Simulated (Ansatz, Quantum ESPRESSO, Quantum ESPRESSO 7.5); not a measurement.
# Screening and band shifts of Hf2COF MXene, 1 layer

How does Hf2COF MXene, 1 layer respond to a gate-like field without added charge?

Program: Quantum ESPRESSO 7.5. Level of theory: plane-wave DFT, PBE, GBRV ultrasoft pseudopotentials (geometry and cross-check by Ansatz 0.2.0 with PAW datasets; geometry under PBE). Results are calculated unless marked as measured.

### 1. The starting structure

The cell holds 5 atoms: 1 F, 2 Hf, 1 C and 1 O. Its edges and angles: a = 3.289 Å, b = 3.289 Å, c = 21.772 Å, α = 90.0°, β = 90.0°, γ = 120.0°. It derives from Hf2COF. Vacuum lies along c.

This run has no spin polarisation although its electron count is odd. A spin-polarised state was not tried and may lie lower.

### 2. Geometry from Ansatz

The geometry comes first, from a plane-wave PAW code, so that the later runs on this slab share one structure.

File input.yaml:

```yaml
crystal:
  lattice:
    - [3.289, 0.0, 0.0]
    - [-1.6445, 2.848357553, 0.0]
    - [0.0, 0.0, 21.7718145996]
  atoms:
    - { symbol: F, position: [0.3333333333, 0.6666666667, 0.3904130251] }
    - { symbol: Hf, position: [0.6666666667, 0.3333333333, 0.4362332494] }
    - { symbol: C, position: [0.0, 0.0, 0.4958402136] }
    - { symbol: Hf, position: [0.3333333333, 0.6666666667, 0.5554471778] }
    - { symbol: O, position: [0.6666666667, 0.3333333333, 0.6095869749] }
kpoints:
  mp_grid: { grid: [12, 12, 1] }
hamiltonian:
  xc: pbe
scf:
  occupations: { method: fermi_dirac, width: 0.05 }
  convergence: { dr2_threshold: 1.0e-08 }
efield:
  axis: 3
  dipole_correction: true
  ramp_position: 0.97
  ramp_width: 0.04
relax:
  f_tol: 0.01
  cell: { fix: [c, alpha, beta] }
output:
  write_potential: true
  write_density: true
  volumetric_format: npy
```

Launch:

```
> ansatz run input.yaml --threads 4 --pin off --max-ram 8192MiB --backend cpu --events-out ev --progress --plain --runs-dir out
```

Numbers of over 12 decimals in the logs are rounded to 6 here.

What it wrote:

```text
Warning: relax.cell: scf.convergence.dr2_threshold = 1e-8 eV is looser than the 5e-10 eV advised for a relaxation that steers and ends on the stress (1e-10 eV for each atom of the cell: 5). What an SCF threshold leaves in a stress goes as its square root, and in the free energy as the threshold itself, and one threshold admits the most on a small cell: [figures from the program's tests cut] Set scf.convergence.dr2_threshold to 5e-10 eV or tighter. The threshold is an SCF's pass mark: one that does not reach it within its budget of iterations ends unconverged, or closes short of it on a stop that the run arms, and scf.convergence.dr2_threshold's page says what that costs each kind of run
Engine: ansatz 0.2.0, aarch64-unknown-linux-gnu
Pseudopotentials: kind: paw
Pseudopotential: F, paw, valence charge 7, recommended cutoff 420 eV (normal), F.paw.azcp
Pseudopotential: Hf, paw, valence charge 26, recommended cutoff 420 eV (normal), Hf.paw.azcp
Pseudopotential: C, paw, valence charge 4, recommended cutoff 420 eV (normal), C.paw.azcp
Pseudopotential: O, paw, valence charge 6, recommended cutoff 420 eV (normal), O.paw.azcp
Functional definition: PBE
  parameter kappa = 0.804
  parameter beta = 0.066725
  exchange = pbe_x(kappa = kappa, mu = beta*pi^2/3)
  correlation = pbe_c(beta = beta)
Crystal: 5 atoms, lattice volume = 203.964 Å³
Basis set: ecut = 420 eV, 4045 PW (Γ), exchange–correlation on 48×48×300 points (8 copies of the dense FFT grid, shifted against one another)
Bands: 42, of which v1, the nominal top of the filled ones, is band 35 counted from 1 (34 counted from 0)
Symmetry: 6 space group operations
Space group: P3m1 (ITA 156), of the structure as read, at distance tolerance 5.9e-5 Å
k-points: 19 of 144 (time reversal used)
Non-local potential: F, projectors of the file, l = 0: 2, l = 1: 2, l = 2: 1
Non-local potential: Hf, projectors of the file, l = 0: 3, l = 1: 2, l = 2: 2, l = 3: 3
Non-local potential: C, projectors of the file, l = 0: 2, l = 1: 2, l = 2: 1
Non-local potential: O, projectors of the file, l = 0: 2, l = 1: 2, l = 2: 1
PAW form: soft (Blöchl's): semilocal exchange-correlation on the pseudo side does not see the compensation charge
PAW one-centre angular grid: F, 110 points (default); XC on 64 Gauss nodes
PAW one-centre angular grid: Hf, 590 points (default); XC on 64 Gauss nodes
PAW one-centre angular grid: C, 110 points (default); XC on 64 Gauss nodes
PAW one-centre angular grid: O, 110 points (default); XC on 64 Gauss nodes
Initial density: superposition of atomic densities (neutral atoms: chi_scale 0, normalization atom), corrected by the library's trained network
Initial wavefunctions: pseudopotential atomic-orbital guess
Functional: x = pbe(κ = 0.804, μ = 0.219515), c = pbe(β = 0.066725)
SCF iter   1: F=—  HF=-33074.115467 eV  |F-HF|=—  |Δ(HF+E_count)|=         —  Δρ=3.48e-3  dr2=3.67e-2  ethr=1.77e-3  p=-0.247 e·Å  D=-2.19e-1 V/Å  ΔV_dip=4.77 eV  dr2_dipole=2.06e-4  V_vac-E_F(+/−)=7.03/2.26 eV  ⟨swp⟩=7.7  Hψ=3471  notcnv=0  defer=5
efield: sawtooth ramp at fractional position 0.9700 (set: `efield.ramp_position`, or a place that a band, a saddle search or an elastic batch's reference lends), width 0.0400; the density the first Hamiltonian is built on has a dipole p = -0.247 e·Å; the dipole correction subtracts the counter field D = -2.19e-1 V/Å, which shifts the + side's vacuum level by +4.77 eV against the − side's; the planar-averaged density in the ramp window peaks in size at 2.2e-5 e/Å³
preconditioner: auto → LDOS  [metal: Δε(μ)=0.024 eV  Ē_g=17.580 eV  σ=0.050 eV  W_gap=0.12  n_scr=32 (ndim 8)  ℏωp=21.0 eV  f_vac=0.679  D(μ)=2.08/eV (n_scr^D=8)  β→1.0]
SCF iter   2: F=—  HF=-33074.117031 eV  |F-HF|=—  |Δ(HF+E_count)|=   1.56e-3  Δρ=1.88e-3  dr2=1.08e-2  ethr=5.32e-5  p=-0.252 e·Å  D=-2.24e-1 V/Å  ΔV_dip=4.87 eV  dr2_dipole=6.88e-4  V_vac-E_F(+/−)=6.87/2.00 eV  ⟨swp⟩=2.8  Hψ=1767  notcnv=0  defer=32
SCF iter   3: F=—  HF=-33074.116798 eV  |F-HF|=—  |Δ(HF+E_count)|=   2.34e-4  Δρ=1.23e-3  dr2=4.66e-3  ethr=1.56e-5  p=-0.260 e·Å  D=-2.31e-1 V/Å  ΔV_dip=5.02 eV  dr2_dipole=5.43e-6  V_vac-E_F(+/−)=6.91/1.89 eV  ⟨swp⟩=2.5  Hψ=1546  notcnv=0  defer=32
SCF iter   4: F=—  HF=-33074.115261 eV  |F-HF|=—  |Δ(HF+E_count)|=   1.54e-3  Δρ=3.90e-4  dr2=2.63e-4  ethr=6.75e-6  p=-0.263 e·Å  D=-2.33e-1 V/Å  ΔV_dip=5.08 eV  dr2_dipole=2.07e-5  V_vac-E_F(+/−)=6.86/1.78 eV  ⟨swp⟩=2.8  Hψ=1661  notcnv=0  defer=31
SCF iter   5: F=—  HF=-33074.115098 eV  |F-HF|=—  |Δ(HF+E_count)|=   1.63e-4  Δρ=1.37e-4  dr2=6.56e-5  ethr=3.81e-7  p=-0.265 e·Å  D=-2.35e-1 V/Å  ΔV_dip=5.12 eV  dr2_dipole=9.11e-7  V_vac-E_F(+/−)=6.87/1.75 eV  ⟨swp⟩=3.1  Hψ=1899  notcnv=0  defer=31
SCF iter   6: F=—  HF=-33074.115107 eV  |F-HF|=—  |Δ(HF+E_count)|=   9.17e-6  Δρ=4.72e-5  dr2=2.54e-5  ethr=9.50e-8  p=-0.266 e·Å  D=-2.36e-1 V/Å  ΔV_dip=5.13 eV  dr2_dipole=3.18e-6  V_vac-E_F(+/−)=6.87/1.74 eV  ⟨swp⟩=2.1  Hψ=1341  notcnv=0  defer=31
SCF iter   7: F=—  HF=-33074.115114 eV  |F-HF|=—  |Δ(HF+E_count)|=   6.78e-6  Δρ=2.17e-5  dr2=4.93e-6  ethr=3.68e-8  p=-0.266 e·Å  D=-2.36e-1 V/Å  ΔV_dip=5.14 eV  dr2_dipole=4.52e-7  V_vac-E_F(+/−)=6.87/1.73 eV  ⟨swp⟩=1.8  Hψ=871  notcnv=0  defer=31
SCF iter   8: F=—  HF=-33074.114995 eV  |F-HF|=—  |Δ(HF+E_count)|=   1.19e-4  Δρ=8.14e-6  dr2=1.74e-7  ethr=7.15e-9  p=-0.266 e·Å  D=-2.36e-1 V/Å  ΔV_dip=5.14 eV  dr2_dipole=1.09e-8  V_vac-E_F(+/−)=6.87/1.72 eV  ⟨swp⟩=2.2  Hψ=1269  notcnv=0  defer=31
SCF iter   9: F=—  HF=-33074.114995 eV  |F-HF|=—  |Δ(HF+E_count)|=   1.88e-8  Δρ=3.41e-6  dr2=3.72e-8  ethr=2.52e-10  p=-0.266 e·Å  D=-2.36e-1 V/Å  ΔV_dip=5.14 eV  dr2_dipole=9.43e-10  V_vac-E_F(+/−)=6.87/1.72 eV  ⟨swp⟩=3.0  Hψ=1587  notcnv=0  defer=31
SCF iter  10: F=-33074.114995 eV  HF=-33074.114995 eV  |F-HF|=1.63e-8  |Δ(HF+E_count)|=   7.85e-8  Δρ=1.57e-6  dr2=7.14e-9  ethr=1.45e-11  p=-0.266 e·Å  D=-2.36e-1 V/Å  ΔV_dip=5.14 eV  dr2_dipole=7.62e-10  V_vac-E_F(+/−)=6.87/1.72 eV  ⟨swp⟩=11.6  Hψ=7026  notcnv=0
SCF 1 converged in 10 iterations: F = -33074.114995 eV  dr2 = 7.14e-9
  greatest PAW one-centre occupation: 0.999 electrons in one spin orbital (limit 2), on the Hf atom at site 3 (counted from 0), in its partial waves of l = 0
relax step   1: F+E_penalty+E_count = -33074.11499464 eV  Δ(F+E_penalty+E_count) = +0.000e0 eV  max|allowed force component| = 3.958e0 eV/Å  Δτ_max = 0.0000 Å  P = +0.065 GPa  Ω = 203.964 Å³  fix = [c, alpha, beta]  reactions: c +0.074 GPa  (10 SCF iters, accepted)
Crystal: 5 atoms, lattice volume = 200.858 Å³
[...]
SCF iter   9: F=-33075.061157 eV  HF=-33075.061157 eV  |F-HF|=2.72e-8  |Δ(HF+E_count)|=   4.64e-8  Δρ=1.19e-6  dr2=2.68e-9  ethr=1.45e-11  p=-0.094 e·Å  D=-8.53e-2 V/Å  ΔV_dip=1.86 eV  dr2_dipole=1.49e-10  V_vac-E_F(+/−)=5.16/3.30 eV  ⟨swp⟩=10.7  Hψ=6291  notcnv=0
SCF 3 converged in 9 iterations: F = -33075.061157 eV  dr2 = 2.68e-9
relax step   3: F+E_penalty+E_count = -33075.06115680 eV  Δ(F+E_penalty+E_count) = -1.051e-1 eV  max|allowed force component| = 1.421e-1 eV/Å  Δτ_max = 0.0926 Å  P = -0.108 GPa  Ω = 200.176 Å³  energy of the carried Pulay correction = +3.886e-3 eV  fix = [c, alpha, beta]  reactions: c -0.277 GPa  (9 SCF iters, accepted)
[...]
relax step   4: F+E_penalty+E_count = -33075.05880354 eV  Δ(F+E_penalty+E_count) = +2.353e-3 eV  max|allowed force component| = 1.948e-1 eV/Å  Δτ_max = 0.0261 Å  P = +0.102 GPa  Ω = 201.201 Å³  energy of the carried Pulay correction = +2.827e-3 eV  fix = [c, alpha, beta]  (8 SCF iters, rejected (line search))
[...]
relax step   5: F+E_penalty+E_count = -33075.06191727 eV  Δ(F+E_penalty+E_count) = -7.605e-4 eV  max|allowed force component| = 5.839e-3 eV/Å  Δτ_max = 0.0124 Å  P = +0.001 GPa  Ω = 200.535 Å³  energy of the carried Pulay correction = +3.514e-3 eV  fix = [c, alpha, beta]  reactions: c +0.010 GPa  (7 SCF iters, accepted)
Initial wavefunctions: pseudopotential atomic-orbital guess (no wavefunctions were taken with the density)
iter 1 solved again at ethr=6.67e-7 eV; its pass at ethr=3.10e-3 eV (dr2=4.60e-4 eV) is discarded
SCF iter   1: F=—  HF=-33075.058818 eV  |F-HF|=—  |Δ(HF+E_count)|=         —  Δρ=7.87e-5  dr2=1.89e-6  ethr=6.67e-7  p=-0.090 e·Å  D=-8.14e-2 V/Å  ΔV_dip=1.77 eV  dr2_dipole=3.76e-9  V_vac-E_F(+/−)=5.07/3.30 eV  ⟨swp⟩=4.0  Hψ=5819  notcnv=0
efield: sawtooth ramp at fractional position 0.9700 (set: `efield.ramp_position`, or a place that a band, a saddle search or an elastic batch's reference lends), width 0.0400; the density the first Hamiltonian is built on has a dipole p = -0.090 e·Å; the dipole correction subtracts the counter field D = -8.14e-2 V/Å, which shifts the + side's vacuum level by +1.77 eV against the − side's; the planar-averaged density in the ramp window peaks in size at 2.0e-6 e/Å³
preconditioner: auto → LDOS  [metal: Δε(μ)=0.112 eV  Ē_g=17.732 eV  σ=0.050 eV  W_gap=0.46  n_scr=32 (ndim 8)  ℏωp=21.1 eV  f_vac=0.676  D(μ)=1.86/eV (n_scr^D=8)  β→1.0]
SCF iter   2: F=—  HF=-33075.058707 eV  |F-HF|=—  |Δ(HF+E_count)|=   1.11e-4  Δρ=4.27e-5  dr2=2.12e-6  ethr=2.74e-9  p=-0.090 e·Å  D=-8.14e-2 V/Å  ΔV_dip=1.77 eV  dr2_dipole=1.70e-9  V_vac-E_F(+/−)=5.07/3.30 eV  ⟨swp⟩=3.3  Hψ=1985  notcnv=0
SCF iter   3: F=—  HF=-33075.058706 eV  |F-HF|=—  |Δ(HF+E_count)|=   9.33e-7  Δρ=8.67e-6  dr2=1.44e-7  ethr=2.74e-9  p=-0.090 e·Å  D=-8.14e-2 V/Å  ΔV_dip=1.77 eV  dr2_dipole=1.70e-10  V_vac-E_F(+/−)=5.07/3.30 eV  ⟨swp⟩=2.1  Hψ=1463  notcnv=0
SCF iter   4: F=—  HF=-33075.058706 eV  |F-HF|=—  |Δ(HF+E_count)|=   5.18e-8  Δρ=2.98e-6  dr2=1.16e-8  ethr=2.09e-10  p=-0.090 e·Å  D=-8.14e-2 V/Å  ΔV_dip=1.77 eV  dr2_dipole=1.83e-11  V_vac-E_F(+/−)=5.07/3.30 eV  ⟨swp⟩=2.4  Hψ=1525  notcnv=0
SCF iter   5: F=-33075.058706 eV  HF=-33075.058706 eV  |F-HF|=4.42e-9  |Δ(HF+E_count)|=   2.74e-8  Δρ=5.76e-7  dr2=5.95e-10  ethr=1.45e-11  p=-0.090 e·Å  D=-8.14e-2 V/Å  ΔV_dip=1.77 eV  dr2_dipole=3.76e-12  V_vac-E_F(+/−)=5.07/3.30 eV  ⟨swp⟩=14.2  Hψ=7099  notcnv=0
SCF 6 converged in 5 iterations: F = -33075.058706 eV  dr2 = 5.95e-10
relax step   6: F+E_penalty+E_count = -33075.05870605 eV  Δ(F+E_penalty+E_count) = +3.211e-3 eV  max|allowed force component| = 5.538e-3 eV/Å  Δτ_max = 0.0000 Å  P = -0.024 GPa  Ω = 200.535 Å³  fix = [c, alpha, beta]  reactions: c -0.003 GPa  stress off target by 3.51e-2 GPa on what of the cell is left free  SCF on the basis re-selected at this cell (its energy is not comparable with the rows above)  (5 SCF iters)
basis re-selected at this cell: Δ(F+E_penalty+E_count) = +3.211e-3 eV, ΔP = -0.026 GPa vs the last step (what re-selecting the basis moved, of the pressure what is left beyond the Pulay correction that the steps carried, after the strain that the cell walked since its last selection, with what the two solves' SCF thresholds leave and, on support functions, any second-order correction that the steps lacked; it is no m [...]
WARN: The output density's exchange-correlation potential varies sharply where the density is thin. Do not read a vacuum level from v_tot or v_xc, or from such a field of the output density. On a cell that repeats whose density bears no net charge and no dipole along the vacuum's axis use v_es (v_loc + v_h of the components); under efield.dipole_correction with no amplitude use v_es + v_field, which holds any externa [...]
SCF converged after 5 iterations
Free energy (F): -33075.058706 eV
Harris-Foulkes:  -33075.058706 eV  (|F-HF|=4.42e-9)
Internal energy: -33075.043700 eV  (E = F + TS)
E sigma→0 (E₀):  -33075.051203 eV
Entropy (-TS):   -0.015006 eV (-3.001 meV/atom)
Fermi energy:    2.722885 eV
Dipole field:    D = -0.081431 V/Å  (p = -0.090245 e·Å, saw-weighted, corrected)
Work function:   Φ+ = 5.0731 eV   Φ− = 3.3002 eV
Levels:          The Fermi level and band energies are counted from a zero that moves with the ramp; work functions are not
--- Per-component energies (eV) ---
  E_band       = -1006.390425
  E_kinetic    = 1315.709298
  E_local      = -104665.068919  (includes V_loc(G=0)·N_el)
  E_nonlocal   = -2339.530698
  E_hartree    = 51365.122673
  E_xc         = -802.280889
  E_vxc        = -789.274549  (∫ρ·V_xc dr)
  E_paw        = -14311.727646  (= ΣΔE_a)
  E_vpaw       = 2740.496660  (= ΣTr[D̂ρ^β])
  E_aug_tail   = 0.004501  (compensation charges beyond the density's cutoff)
  E_efield     = 0.003674  (sawtooth field / dipole correction)
  E_vefield    = 1.024128  (∫n·V_field dr)
  E_ewald      = 36362.724306
  E_smearing   = -0.015006  (= −TS)
  E_closure    = 0.000000  (closes the sum)
  Σ components = -33075.058706   (vs F -33075.058706, Δ=0.00e0)
--- Forces (eV/Å), atoms counted from 1 ---
  atom   1  F      0.00000000     0.00000000     0.00043476
  atom   2  Hf     0.00000000    -0.00000000     0.00523006
  atom   3  C      0.00000000     0.00000000    -0.00553709
  atom   4  Hf    -0.00000000    -0.00000000    -0.00505730
  atom   5  O      0.00000000    -0.00000000     0.00493429
  max |Σ_I F_I| component: 4.71e-6 eV/Å
--- Stress (GPa, compression-positive) ---
       -0.035135       0.000000       0.000000
        0.000000      -0.035135      -0.000000
        0.000000      -0.000000      -0.002520
  P = ⅓ Tr σ = -0.0243 GPa (-0.243 kbar)
--- Band table (eV; the first three rows and the last of 19) ---
  k-point 0: bands = [... 31 lower, -0.7349, 0.3526, 0.3526, 3.6151, 3.6151, 3.6701, 4.3660, 5.7624, ... 3 higher]
  k-point 1: bands = [... 31 lower, -0.6403, 0.0437, 0.2850, 3.2561, 3.7283, 3.9678, 4.3411, 5.7716, ... 3 higher]
  k-point 2: bands = [... 31 lower, -0.8107, -0.3072, 0.1316, 2.8170, 3.9432, 4.0895, 4.6872, 5.7715, ... 3 higher]
  k-point 18: bands = [... 31 lower, -1.2831, -0.9637, -0.7468, 3.6515, 4.4250, 4.7852, 6.0736, 6.1353, ... 3 higher]
--- Relaxed structure (5 steps of the walk, 4 accepted, 1 SCFs on fresh bases) ---
  F+E_penalty+E_count = -33075.05870605 eV   max|allowed force component| = 5.538e-3 eV/Å   (the final SCF, on the basis selected at the relaxed cell)
  cell:  # Å, volume = 200.5355 Å³
    - [3.261242, 0, 0]
    - [-1.630621, 2.824318, 0]
    - [0, 0, 21.7718145996]
  atoms:
    - { symbol: F, position: [0.333333, 0.666667, 0.380452] }
    - { symbol: Hf, position: [0.666667, 0.333333, 0.441792] }
    - { symbol: C, position: [9.785511940852338e-19, 0, 0.496993] }
    - { symbol: Hf, position: [0.333333, 0.666667, 0.561804] }
    - { symbol: O, position: [0.666667, 0.333333, 0.606479] }
```

Run time: 28 s. Hardware: 4 threads of Arm Neoverse V1, shared host; peak memory 0.6 GiB; 1.8 min of CPU time.

Step by step:

```csv
step,energy less that of the first step (eV),largest force component (eV/Å),pressure (GPa),volume (Å³)
1,0.0000,3.9577,0.06,203.96
2,-0.8410,1.9830,1.02,200.86
3,-0.9462,0.1421,-0.11,200.18
4,-0.9438,0.1948,0.10,201.20
5,-0.9469,0.0058,0.00,200.54
6*,-0.9437,0.0055,-0.02,200.54
```

Relaxation steps marked * repeat the geometry before them on a plane-wave basis chosen anew for their cell, so energy and pressure can jump there. Relaxation step 4 was tried and not accepted.

Forces are held to the 6 operations that the run works with; a distortion that breaks them can't arise in this run.

```csv
cell as run,before,after,change
a (Å),3.289,3.261,-0.8 %
b (Å),3.289,3.261,-0.8 %
```

The atoms that moved most (Å, along periodic axes as changes of fractional coordinates times the final cell, across vacuum about the mean position):

```csv
atom,dx,dy,dz,length
F1,0.000,0.000,-0.217,0.217
Hf4,0.000,0.000,0.138,0.138
Hf2,0.000,0.000,0.121,0.121
O5,0.000,0.000,-0.068,0.068
C3,0.000,0.000,0.025,0.025
```

The relaxed structure:

```xyz
5
Lattice="3.2612 0.0000 0.0000 -1.6306 2.8243 0.0000 0.0000 0.0000 21.7718" Properties=species:S:1:pos:R:3
F     0.0000    1.8829    8.2831
Hf    1.6306    0.9414    9.6186
C     0.0000    0.0000   10.8204
Hf    0.0000    1.8829   12.2315
O     1.6306    0.9414   13.2042
```

This step gave:

```
free energy                     : -33075.0587 eV
energy at zero smearing         : -33075.0512 eV
smearing term TS                : 0.01501 eV
Fermi energy                    : 2.723 eV
symmetry operations             : 6
work function of the upper face : 5.073 eV
work function of the lower face : 3.300 eV
dipole along the normal         : -0.09024 e·Å
```

[end of part 1 of 6]

[Logs are printed without paths, hosts, clocks, repeated set-up lines and the standing remarks that a program may print on its own settings, such as how far it seeks lower states.]

[Hosts, paths, dates, database ids (printed as entryN), source tags and the programs' standing remarks are cut or masked in the printed files.]

[Maps of the electrostatic potential energy from Ansatz leave out the sawtooth potential of an applied field or a dipole correction, so their vacuum need not be flat; planar profiles and work functions include it.]
